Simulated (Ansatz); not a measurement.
## Ta(110): modes of surface species

Aim: bond lengths and vibrational modes of species bound on Ta(110).

Method: DFT PBE, scalar-relativistic, plane waves, PAW; PAW set soft_1, in Ansatz 0.2.0.

Report form: the programs' logs are mostly left out.

## Step 1: The bulk crystal behind the slab

Symmetry: Im-3m, No. 229, cubic system. Conventional cell: a = 3.310 Å, b = 3.310 Å, c = 3.310 Å, α = 90.00°, β = 90.00°, γ = 90.00°. Nearest to Ta lie 8 Ta at 2.87 Å.

## Step 2: Relaxation of the host

The host crystal is relaxed at the same level, and its volume sets the scale of the cells that follow.

The input, input.yaml:

```yaml
crystal:
  lattice:
    - [-1.655, 1.655, 1.655]
    - [1.655, -1.655, 1.655]
    - [1.655, 1.655, -1.655]
  atoms:
    - { symbol: Ta, position: [0.0, 0.0, 0.0] }
kpoints:
  mp_grid: { grid: [22, 22, 22] }
hamiltonian:
  xc: pbe
  pseudopotentials: { kind: paw, azcp: { folder: soft_1 } }
scf:
  occupations: { method: methfessel_paxton, width: 0.15 }
output:
  forces: true
  stress: true
  eigenvalues: true
relax:
  adjacent_minimum: "off"
  f_tol: 0.002
  max_steps: 60
  cell: { stress_tol: 0.02 }
```

Run with:

```
ansatz run input.yaml --threads 8 --pin off --max-ram 20480MiB --backend cpu --events-out ev --progress --plain --runs-dir out
```

Run time: 4.4 s. Hardware: 8 threads of Arm Neoverse N1, shared host; peak memory 0.37 GiB.

Relaxation path:

```tsv
step	energy less that of the first step (eV)	largest force component (eV/Å)	pressure (GPa)	volume (Å³)
1	0.0000	0.0000	1.76	18.13
2	0.0064	0.0000	-4.71	18.77
3	-0.0009	0.0000	-0.06	18.30
4	-0.0009	0.0000	0.00	18.30
5*	-0.0009	0.0000	0.00	18.30
```

Relaxation steps marked * repeat the geometry before them on a plane-wave basis chosen anew for their cell, so energy and pressure can jump there. Relaxation step 2 was tried and not accepted.

```tsv
conventional cell, symmetrised	before	after	change
a (Å)	3.310	3.320	+0.3 %
b (Å)	3.310	3.320	+0.3 %
c (Å)	3.310	3.320	+0.3 %
volume (Å³/atom)	18.13	18.30	+0.9 %
```

The relaxed structure:

```xyz
1
Lattice="-1.6600 1.6600 1.6600 1.6600 -1.6600 1.6600 1.6600 1.6600 -1.6600" Properties=species:S:1:pos:R:3 pbc="T T T"
Ta    0.0000    0.0000    0.0000
```

Numbers from this step:

* pressure: -2.48e-4 GPa
* volume per atom: 18.30 Å³
* gap on the k-mesh: 0 eV

The forces vanish by symmetry.

The cell grew by 0.9 % in volume.

## Step 3: Letting the atoms settle: F at the threefold hollow site, 1 monolayer

The slab carries F at the threefold hollow site, 1 monolayer. Its plane takes the lattice constant of the bulk relaxed at this level. The lowest layers are held, and the other atoms relax. The program lengthens the typed cell of 23.3 Å along the normal to 40.3 Å, as its cut-off of the electrostatics needs, and moves no atom.

System of this step: F at the threefold hollow site, 1 monolayer on Ta(110). The cell holds 5 atoms: 4 Ta and 1 F. Cell: a = 3.320 Å, b = 2.875 Å, c = 40.253 Å, α = 90.0°, β = 90.0°, γ = 54.7°. It derives from Ta. Vacuum lies along c.

The input, input.yaml:

```yaml
crystal:
  lattice:
    - [3.3199269426, 0.0, 0.0]
    - [1.6599634713, 2.3475393981, 0.0]
    - [0.0, 0.0, 23.2713839689]
  atoms:
    - { symbol: Ta, position: [0.5, 0.0, 0.323251] }
    - { symbol: Ta, position: [0.0, 0.0, 0.424128] }
    - { symbol: Ta, position: [0.5, 0.0, 0.525004] }
    - { symbol: Ta, position: [0.0, 0.0, 0.625881] }
    - { symbol: F, position: [0.375, 0.25, 0.676749] }
  periodic: [true, true, false]
kpoints:
  mp_grid: { grid: [12, 12, 1] }
hamiltonian:
  xc: pbe
  pseudopotentials: { kind: paw, azcp: { folder: soft_1 } }
scf:
  occupations: { method: methfessel_paxton, width: 0.15 }
output:
  forces: true
  eigenvalues: true
relax:
  adjacent_minimum: "off"
  f_tol: 0.003
  max_steps: 120
  constraints: [{ sites: [0, 1] }]
```

Run time: 98 s. Hardware: 8 threads; peak memory 1 GiB.

This run has no spin polarisation although its electron count is odd.

The steps of the relaxation:

```tsv
step	energy less that of the first step (eV)	largest force component (eV/Å)
1	0.0000	3.5090
2	-0.3399	0.7717
3	-0.3810	0.3365
4	-0.3984	0.0901
5	-0.3988	0.0036
6	-0.3988	0.0036
7	-0.3987	0.0108
8	-0.3988	0.0019
```

Relaxation step 7 was tried and not accepted.

The run keeps the 2 symmetry operations that it works with, so distortions that break them were not tested.

The atoms that moved most (Å):

```tsv
atom	dx	dy	dz	length
F5	0.000	0.099	0.170	0.197
Ta4	0.000	-0.025	-0.077	0.081
Ta3	0.000	0.015	-0.030	0.034
```

Final coordinates:

```xyz
5
Lattice="3.3199 0.0000 0.0000 1.6600 2.3475 0.0000 0.0000 0.0000 40.2528" Properties=species:S:1:pos:R:3
Ta    1.6600    0.0000    7.5225
Ta    0.0000    0.0000    9.8700
Ta    1.6600    0.0146   12.1871
Ta    0.0000   -0.0246   14.4880
F     1.6600    0.6859   15.9187
```

The largest force component left on a free atom is 1.9 meV/Å.

## Step 4: Modes of the chosen sites: F at the threefold hollow site, 1 monolayer

Only 2 sites are displaced (1 Ta and 1 F), with their periodic images, and all others stay at rest. This gives the modes that are localised on these sites for less work than the whole matrix.

input.yaml, the sections that differ from step 3:

```yaml
crystal:
  lattice:
    - [3.3199269426, 0.0, 0.0]
    - [1.6599634713, 2.3475393981, 0.0]
    - [0.0, 0.0, 40.2527753805]
  atoms:
    - { symbol: Ta, position: [0.5, 0.0, 0.1868814776] }
    - { symbol: Ta, position: [0.0, 0.0, 0.2452016152] }
    - { symbol: Ta, position: [0.4968995982, 0.0062008036, 0.3027651137] }
    - { symbol: Ta, position: [0.0052328913, -0.0104657826, 0.359925646] }
    - { symbol: F, position: [0.3539050155, 0.2921899691, 0.3954687122] }
  periodic: [true, true, false]
output:
  eigenvalues: true
phonons:
  method: fd
  supercell: [1, 1, 1]
  displaced_sites: [3, 4]
  rigid_motions: translations
# kpoints, hamiltonian, scf: as in step 3
# relax: removed
```

It took 2.2 min on 8 threads; peak memory 1.3 GiB; 17 min of CPU time.

The other atoms of the cell are at rest; shares are of the kinetic energy, a minus sign marks an imaginary mode, and where like sites share a mode the one named is one choice of several. Modes of the displaced sites:

```tsv
mode	frequency (cm⁻¹)	share of Ta (%)	share of F (%)	site with the largest share	its share (%)
1	52.4	90	10	Ta4	90
2	63.1	93	7	Ta4	93
3	89.2	90	10	Ta4	90
4	157.4	7	93	F5	93
5	250.6	9	91	F5	91
6	443.0	10	90	F5	90
```

The highest mode of the block lies at 443.0 cm⁻¹; the acoustic sum rule moved it by 0.0 cm⁻¹.

## Step 5: Relaxation in the fixed cell: F at the threefold hollow site, 0.5 monolayer

The slab carries F at the threefold hollow site, 0.5 monolayer. Its plane takes the lattice constant of the bulk relaxed at this level. The lowest layers are held, and the other atoms relax. The program lengthens the typed cell of 23.3 Å along the normal to 40.3 Å, as its cut-off of the electrostatics needs, and moves no atom.

System of this step: F at the threefold hollow site, 0.5 monolayer on Ta(110). The cell holds 9 atoms: 8 Ta and 1 F. Its edges and angles: a = 6.640 Å, b = 2.875 Å, c = 40.253 Å, α = 90.0°, β = 90.0°, γ = 54.7°. It derives from Ta. Vacuum lies along c.

The input, input.yaml:

```yaml
crystal:
  lattice:
    - [6.6398538852, 0.0, 0.0]
    - [1.6599634713, 2.3475393981, 0.0]
    - [0.0, 0.0, 23.2713839689]
  atoms:
    - { symbol: Ta, position: [0.75, 0.0, 0.323251] }
    - { symbol: Ta, position: [0.25, 0.0, 0.323251] }
    - { symbol: Ta, position: [0.0, 0.0, 0.424128] }
    - { symbol: Ta, position: [0.5, 0.0, 0.424128] }
    - { symbol: Ta, position: [0.75, 0.0, 0.525004] }
    - { symbol: Ta, position: [0.25, 0.0, 0.525004] }
    - { symbol: Ta, position: [0.0, 0.0, 0.625881] }
    - { symbol: Ta, position: [0.5, 0.0, 0.625881] }
    - { symbol: F, position: [0.1875, 0.25, 0.676749] }
  periodic: [true, true, false]
kpoints:
  mp_grid: { grid: [6, 12, 1] }
hamiltonian:
  xc: pbe
  pseudopotentials: { kind: paw, azcp: { folder: soft_1 } }
scf:
  occupations: { method: methfessel_paxton, width: 0.15 }
output:
  forces: true
  eigenvalues: true
relax:
  adjacent_minimum: "off"
  f_tol: 0.003
  max_steps: 120
  constraints: [{ sites: [0, 1, 2, 3] }]
```

Run time: 6.1 min. Hardware: 8 threads; peak memory 2.6 GiB.

Relaxation path:

```tsv
step	energy less that of the first step (eV)	largest force component (eV/Å)
1	0.0000	2.4357
2	-0.2741	0.8881
3	-0.3632	0.2268
4	-0.3735	0.1369
5	-0.3777	0.0548
6	-0.3783	0.0356
7	-0.3784	0.0056
8	-0.3784	0.0017
```

The atoms that moved most (Å):

```tsv
atom	dx	dy	dz	length
F9	0.083	0.083	0.098	0.153
Ta7	-0.042	0.085	-0.085	0.127
Ta8	0.034	-0.021	-0.115	0.121
Ta5	0.004	0.015	-0.046	0.049
Ta6	-0.002	0.013	0.002	0.014
```

The largest force component left on a free atom is 1.7 meV/Å.

## Step 6: Modes of the chosen sites: F at the threefold hollow site, 0.5 monolayer

Only 3 sites are displaced (2 Ta and 1 F), with their periodic images, and all others stay at rest. This gives the modes that are localised on these sites for less work than the whole matrix.

The input, input.yaml:

```yaml
crystal:
  lattice:
    - [6.6398538852, 0.0, 0.0]
    - [1.6599634713, 2.3475393981, 0.0]
    - [0.0, 0.0, 40.2527753805]
  atoms:
    - { symbol: Ta, position: [0.75, 0.0, 0.1868814776] }
    - { symbol: Ta, position: [0.25, 0.0, 0.1868814776] }
    - { symbol: Ta, position: [0.0, 0.0, 0.2452016152] }
    - { symbol: Ta, position: [0.5, 0.0, 0.2452016152] }
    - { symbol: Ta, position: [0.7490067922, 0.0062277777, 0.3023696517] }
    - { symbol: Ta, position: [0.2482296026, 0.0057380923, 0.3035713975] }
    - { symbol: Ta, position: [-0.0153417381, 0.0360230944, 0.3597342965] }
    - { symbol: Ta, position: [0.5072831046, -0.0087390411, 0.3589914464] }
    - { symbol: F, position: [0.1912608504, 0.2852011305, 0.3936901604] }
  periodic: [true, true, false]
kpoints:
  mp_grid: { grid: [6, 12, 1] }
hamiltonian:
  xc: pbe
  pseudopotentials: { kind: paw, azcp: { folder: soft_1 } }
scf:
  occupations: { method: methfessel_paxton, width: 0.15 }
output:
  eigenvalues: true
phonons:
  method: fd
  supercell: [1, 1, 1]
  displaced_sites: [6, 7, 8]
  rigid_motions: translations
```

The job ended after 12 min (8 threads; peak memory 3 GiB).

The other atoms of the cell are at rest; shares are of the kinetic energy, a minus sign marks an imaginary mode, and where like sites share a mode the one named is one choice of several. Modes of the displaced sites:

```tsv
mode	frequency (cm⁻¹)	share of Ta (%)	share of F (%)	site with the largest share	its share (%)
1	51.5	95	5	Ta8	49
2	64.3	96	4	Ta7	50
3	81.9	98	2	Ta8	52
4	95.1	95	5	Ta7	53
5	124.9	97	3	Ta8	52
6	146.7	66	34	Ta8	34
7	174.1	36	64	F9	64
8	215.0	8	92	F9	92
9	376.6	8	92	F9	92
```

The highest mode of the block lies at 376.6 cm⁻¹; the acoustic sum rule moved it by 0.0 cm⁻¹.

## Step 7: Letting the atoms settle: F at the threefold hollow site, 0.25 monolayer

The slab carries F at the threefold hollow site, 0.25 monolayer. Its plane takes the lattice constant of the bulk relaxed at this level. The lowest layers are held, and the other atoms relax. The program lengthens the typed cell of 23.3 Å along the normal to 40.3 Å, as its cut-off of the electrostatics needs, and moves no atom.

System of this step: F at the threefold hollow site, 0.25 monolayer on Ta(110). The cell holds 17 atoms: 16 Ta and 1 F. Its edges and angles: a = 6.640 Å, b = 5.750 Å, c = 40.253 Å, α = 90.0°, β = 90.0°, γ = 54.7°. It derives from Ta. Vacuum lies along c.

The input, input.yaml:

```yaml
crystal:
  lattice:
    - [6.6398538852, 0.0, 0.0]
    - [3.3199269426, 4.6950888262, 0.0]
    - [0.0, 0.0, 23.2713839689]
  atoms:
    - { symbol: Ta, position: [0.75, 0.5, 0.323251] }
    - { symbol: Ta, position: [0.25, 0.5, 0.323251] }
    - { symbol: Ta, position: [0.75, 0.0, 0.323251] }
    - { symbol: Ta, position: [0.25, 0.0, 0.323251] }
    - { symbol: Ta, position: [0.0, 0.0, 0.424128] }
    - { symbol: Ta, position: [0.5, 0.0, 0.424128] }
    - { symbol: Ta, position: [1.0, 0.5, 0.424128] }
    - { symbol: Ta, position: [0.5, 0.5, 0.424128] }
    - { symbol: Ta, position: [0.75, 0.5, 0.525004] }
    - { symbol: Ta, position: [0.25, 0.5, 0.525004] }
    - { symbol: Ta, position: [0.75, 0.0, 0.525004] }
    - { symbol: Ta, position: [0.25, 0.0, 0.525004] }
    - { symbol: Ta, position: [0.0, 0.0, 0.625881] }
    - { symbol: Ta, position: [0.5, 0.0, 0.625881] }
    - { symbol: Ta, position: [1.0, 0.5, 0.625881] }
    - { symbol: Ta, position: [0.5, 0.5, 0.625881] }
    - { symbol: F, position: [0.1875, 0.125, 0.676749] }
  periodic: [true, true, false]
kpoints:
  mp_grid: { grid: [6, 6, 1] }
hamiltonian:
  xc: pbe
  pseudopotentials: { kind: paw, azcp: { folder: soft_1 } }
scf:
  occupations: { method: methfessel_paxton, width: 0.15 }
output:
  forces: true
  eigenvalues: true
relax:
  adjacent_minimum: "off"
  f_tol: 0.003
  max_steps: 120
  constraints: [{ sites: [0, 1, 2, 3, 4, 5, 6, 7] }]
```

Run time: 10 min. Hardware: 8 threads; peak memory 5.9 GiB.

The steps of the relaxation:

```tsv
step	energy less that of the first step (eV)	largest force component (eV/Å)
1	0.0000	2.2000
2	-0.4022	0.7629
3	-0.4420	0.2645
4	-0.4652	0.0488
5	-0.4662	0.0263
6	-0.4664	0.0186
7	-0.4665	0.0086
8	-0.4665	0.0032
9	-0.4665	0.0006
```

The run keeps the 2 symmetry operations that it works with, so distortions that break them were not tested.

The atoms that moved most (Å):

```tsv
atom	dx	dy	dz	length
Ta16	0.000	-0.042	-0.230	0.234
Ta15	0.000	0.080	-0.114	0.139
F17	0.000	0.025	0.108	0.111
Ta13	-0.051	0.009	-0.052	0.074
Ta14	0.051	0.009	-0.052	0.074
Ta10	-0.012	0.006	-0.030	0.033
Ta9	0.012	0.006	-0.030	0.033
Ta11	0.000	0.005	-0.025	0.025
```

The largest force component left on a free atom is 0.58 meV/Å.

## Step 8: Modes of the chosen sites: F at the threefold hollow site, 0.25 monolayer

Only 4 sites are displaced (3 Ta and 1 F), with their periodic images, and all others stay at rest. This gives the modes that are localised on these sites for less work than the whole matrix.

The input, input.yaml:

```yaml
crystal:
  lattice:
    - [6.6398538852, 0.0, 0.0]
    - [3.3199269426, 4.6950888262, 0.0]
    - [0.0, 0.0, 40.2527753805]
  atoms:
    - { symbol: Ta, position: [0.75, 0.5, 0.1868814776] }
    - { symbol: Ta, position: [0.25, 0.5, 0.1868814776] }
    - { symbol: Ta, position: [0.75, 0.0, 0.1868814776] }
    - { symbol: Ta, position: [0.25, 0.0, 0.1868814776] }
    - { symbol: Ta, position: [0.0, 0.0, 0.2452016152] }
    - { symbol: Ta, position: [0.5, 0.0, 0.2452016152] }
    - { symbol: Ta, position: [1.0, 0.5, 0.2452016152] }
    - { symbol: Ta, position: [0.5, 0.5, 0.2452016152] }
    - { symbol: Ta, position: [0.7511746602, 0.5012938273, 0.3027660861] }
    - { symbol: Ta, position: [0.2475315125, 0.5012938273, 0.3027660861] }
    - { symbol: Ta, position: [0.7494936981, 0.0010126037, 0.3029013074] }
    - { symbol: Ta, position: [0.2499883122, 2.33755e-05, 0.3039522679] }
    - { symbol: Ta, position: [-0.0086271206, 0.0019028767, 0.3605442007] }
    - { symbol: Ta, position: [0.5067242439, 0.0019028767, 0.3605442007] }
    - { symbol: Ta, position: [0.9915091069, 0.5169817861, 0.3590005024] }
    - { symbol: Ta, position: [0.5044504996, 0.4910990009, 0.3561295986] }
    - { symbol: F, position: [0.1848574577, 0.1302850846, 0.3939291611] }
  periodic: [true, true, false]
kpoints:
  mp_grid: { grid: [6, 6, 1] }
hamiltonian:
  xc: pbe
  pseudopotentials: { kind: paw, azcp: { folder: soft_1 } }
scf:
  occupations: { method: methfessel_paxton, width: 0.15 }
output:
  eigenvalues: true
phonons:
  method: fd
  supercell: [1, 1, 1]
  displaced_sites: [12, 13, 14, 16]
  rigid_motions: translations
```

The job ended after 20 min (8 threads; peak memory 6.8 GiB; 2.7 h of CPU time).

The other atoms of the cell are at rest; shares are of the kinetic energy, a minus sign marks an imaginary mode, and where like sites share a mode the one named is one choice of several. Modes of the displaced sites:

```tsv
mode	frequency (cm⁻¹)	share of Ta (%)	share of F (%)	site with the largest share	its share (%)
1	66.5	98	2	Ta15	37
2	69.7	99	1	Ta15	50
3	88.1	95	5	Ta13	45
4	96.4	96	4	Ta15	42
5	101.1	100	0	Ta14	48
6	122.5	98	2	Ta13	49
7	127.8	95	5	Ta15	54
8	143.7	99	1	Ta15	44
9	149.3	98	2	Ta15	57
10	161.6	11	89	F17	89
11	194.5	4	96	F17	96
12	346.9	5	95	F17	95
```

The highest mode of the block lies at 346.9 cm⁻¹; the acoustic sum rule moved it by 0.0 cm⁻¹.

## Step 9: All members side by side

The members are set side by side.

The anchoring bond is the shortest distance from the first added atom to the slab, and like atoms elsewhere in the cell can differ; degenerate modes stand as often as they occur. The species side by side:

```tsv
species	coverage (monolayer)	anchoring bond	its length (Å)	highest level (cm⁻¹)	second (cm⁻¹)	third (cm⁻¹)
F at the threefold hollow site	1	F-Ta	2.174	443	250.6	157.4
F at the threefold hollow site	0.5	F-Ta	2.234	376.6	215	174.1
F at the threefold hollow site	0.25	F-Ta	2.258	346.9	194.5	161.6
```

## Step 10: Summary of results

```json
{
  "highest mode of the block of 2 sites, F at the threefold hollow site, 1 monolayer": "443.0 cm⁻¹",
  "highest mode of the block of 3 sites, F at the threefold hollow site, 0.5 monolayer": "376.6 cm⁻¹",
  "highest mode of the block of 4 sites, F at the threefold hollow site, 0.25 monolayer": "346.9 cm⁻¹"
}
```

**Reading.** With F at the threefold hollow site, 1 monolayer the highest mode of the block lies at 443 cm⁻¹, 90 % on F and 10 % on Ta. With F at the threefold hollow site, 0.5 monolayer the highest mode of the block lies at 377 cm⁻¹, 92 % on F. With F at the threefold hollow site, 0.25 monolayer the highest mode of the block lies at 347 cm⁻¹, 95 % on F. With all atoms beyond the displaced ones at rest, modes that spread into the slab are only rough; stretches of light atoms, well above the modes of the substrate atoms, are the least affected. Periodic images of the cell move in phase at the zone centre, so coupling to the images is part of these frequencies. These are harmonic frequencies at zero temperature: anharmonic shifts, linewidths and thermal expansion are left out. Spin-orbit coupling is left out, which can matter for the heavy elements here. The runs are without spin polarisation, although the cell has an odd electron count.

[Logs are printed without paths, hosts, clocks, repeated set-up lines and the standing remarks that a program may print on its own settings, such as how far it seeks lower states.]

[Hosts, paths, dates, database ids (printed as entryN), source tags and the programs' standing remarks are cut or masked in the printed files.]
